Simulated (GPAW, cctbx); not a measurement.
# Reading charge transfer from structure factors

GaAs2Pb, R3m (no. 160), a = 4.2915 Å, b = 4.2915 Å, c = 22.3862 Å, α = 90.00°, β = 90.00°, γ = 120.00°.

| atom | mult. | x | y | z |
| --- | --- | --- | --- | --- |
| Pb1 | 3 | 0 | 0 | 0.0020 |
| As1 | 3 | 1/3 | 2/3 | 0.2786 |
| As2 | 3 | 0 | 0 | 0.1348 |
| Ga1 | 3 | 1/3 | 2/3 | 0.1660 |

The cell comes from substitution in a known structure type and wasn't matched to any measured phase.

Absolute values of the static structure factors of the conventional cell from DFT (PBE, GPAW) against free spherical atoms, in electrons:

```csv
hkl,d (Å),free atoms,crystal
003,7.462,121.31,121.18
006,3.731,329.38,329.86
101,3.666,133.94,133.96
1 0 -2,3.527,353.83,354.49
104,3.096,137.69,137.19
1 0 -5,2.860,177.50,177.53
009,2.487,122.33,122.23
107,2.424,201.44,201.45
1 0 -8,2.236,401.01,400.73
110,2.146,421.54,420.99
```

**Question.** Which way does charge move, and which reflections show it best?

Project each element's phase sum on the total phase. |F| rises if density moves to atoms that scatter in phase and falls if it moves to atoms that scatter against it; the rule is for low angles, since changes of shape take over beyond. Where all elements are in phase the terms compete, and the compactness of the donor's and the acceptor's density matters too.

| hkl | Pb in phase | As in phase | Ga in phase | change (e) | (%) |
| --- | --- | --- | --- | --- | --- |
| 003 | +2.9 | -0.8 | -3.0 | -0.13 | -0.1 |
| 006 | +2.6 | +2.1 | +2.7 | +0.48 | +0.1 |
| 101 | +3.0 | -0.3 | -3.0 | +0.01 | 0.0 |
| 1 0 -2 | +2.6 | +3.0 | +2.6 | +0.66 | +0.2 |
| 104 | +3.0 | -5.7 | +3.0 | -0.49 | -0.4 |
| 1 0 -5 | +2.9 | +1.6 | -3.0 | +0.04 | 0.0 |
| 009 | +2.0 | +0.9 | -1.7 | -0.10 | -0.1 |
| 107 | +2.9 | +2.7 | -2.8 | +0.01 | 0.0 |

Low-angle reflections that set elements apart and change by more than 0.05 e: 003, 104 and 009 (101, 1 0 -5 and 107 hardly move and tell little). The signs fit a gain of density on As and a loss on Pb and Ga. The best witness is 104, -0.4 %, where As enters with -5.7. The real-space density agrees: Voronoi charges Pb +0.20, As -0.16, Ga +0.12 e. The shortest bond, As–Ga, has Δρ = +0.09 e/Å³ at its midpoint, a covalent bond charge.

[Outputs are excerpts: Python notices, other lines and further rows are left out; steps that failed or that the build refused (PBEsol, TPSS) are not shown.]

[Logs are printed without paths, hosts, clocks, repeated set-up lines and the standing remarks that a program may print on its own settings, such as how far it seeks lower states.]
